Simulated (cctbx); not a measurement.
## Occupancies in HfMg3B2

Cell a = 9.7710 Å, b = 9.7710 Å, c = 10.7240 Å, α = 90.00°, β = 90.00°, γ = 120.00°; space group R-3m (no. 166); nominal formula HfMg3B2.

The data are simulated with cctbx, not measured: Cu Kα, λ = 1.54184 Å, to d = 0.8 Å, 80 % of the full sphere, strongest reflection 20000 counts, noise from counting, a 1.5 % proportional error and a noise floor of 8 counts (s.d.); no absorption, and some extinction, which the refinements don't model.

With every site full:

```text
Rint 0.019, 243 unique reflections to 0.80 A
cycle     R1     wR2    GooF  max shift (A)
   1  0.1353  0.2867  22.254   0.00476
   2  0.0121  0.0231   1.795   0.00002
final R1 0.0121 wR2 0.0231 GooF 1.795  parameters 20  data/parameter 12.2
atom        x        y        z      Ueq    occ   su(xyz)  su(Uiso or U11)
Hf1    0.00000  0.00000  0.32319   0.0017  1.000  0.00002  0.0001
Hf2    0.00000  0.00000  0.00000   0.0024  1.000  0.00000  0.0002
Mg1    0.83250  0.16750  0.47063   0.0046  1.000  0.00010  0.0005
Mg2    0.83333  0.66667  0.16667   0.0045  1.000  0.00000  0.0007
B1     0.03940  0.70607  0.33333   0.0030  1.000  0.00043  0.0015
difference map: max 0.55 min -1.61 rms 0.15
Q1    0.0354  0.0707  0.5512   18    0.56  1.47 A from Hf1
Q2    0.0000  0.0000  0.3373    6    0.54  0.15 A from Hf1
Q3    0.1121  0.2242  0.5557   18    0.42  0.98 A from Mg1
Q4    0.1104  0.2208  0.9458   18    0.41  1.54 A from Mg2
Q5    0.0648  0.1296  0.5926   18    0.36  1.42 A from Hf1
Q6    0.0753  0.1506  0.2430   18    0.32  1.54 A from Hf1
```

With the occupancies of the suspect sites free, each still typed as its main element:

```text
Rint 0.019, 243 unique reflections to 0.80 A
cycle     R1     wR2    GooF  max shift (A)
   1  0.0763  0.1646  12.804   0.00011
   6  0.0103  0.0197   1.531   0.00001
final R1 0.0102 wR2 0.0197 GooF 1.529  parameters 21  data/parameter 11.6
atom        x        y        z      Ueq    occ   su(xyz)  su(Uiso or U11)
Hf1    0.00000  0.00000  0.32319   0.0022  1.000  0.00002  0.0001
Hf2    0.00000  0.00000  0.00000   0.0015  0.973  0.00000  0.0002
Mg1    0.83251  0.16749  0.47061   0.0051  1.000  0.00009  0.0004
Mg2    0.83333  0.66667  0.16667   0.0049  1.000  0.00000  0.0006
B1     0.03941  0.70608  0.33333   0.0037  1.000  0.00037  0.0013
su of occupancy Hf2: 0.003
difference map: max 0.53 min -0.92 rms 0.14
Q1    0.0357  0.0715  0.5529   18    0.53  1.46 A from Hf1
Q2    0.1111  0.2223  0.5586   18    0.42  1.00 A from Mg1
Q3    0.1121  0.2241  0.9451   18    0.37  1.51 A from Mg2
Q4    0.0648  0.1296  0.5926   18    0.35  1.42 A from Hf1
Q5    0.0776  0.1551  0.2513   18    0.29  1.52 A from Hf1
Q6    0.0384  0.0769  0.7740   18    0.29  1.23 A from Hf1
```

**Question.** What is the disorder?

X-rays count electrons. Hf2 refines to 0.973(0.003), or 70.1 electrons; the site truly holds 0.97 Hf, 69.8 electrons, which is 0.970 of Hf. A value under 1 can't tell vacancies from a lighter guest, and one over 1 needs a heavier guest; chemistry or a second radiation must settle which. Occupancy correlates with U and the scale, so the match is approximate.

Freeing them takes R1 from 0.0121 to 0.0102 and GooF from 1.79 to 1.53.

The model is made up (kin elements in a known structure type, no relaxation), so it says nothing on whether the phase exists.

[Middle refinement cycles are left out of these outputs.]

[Logs are printed without paths, hosts, clocks, repeated set-up lines and the standing remarks that a program may print on its own settings, such as how far it seeks lower states.]
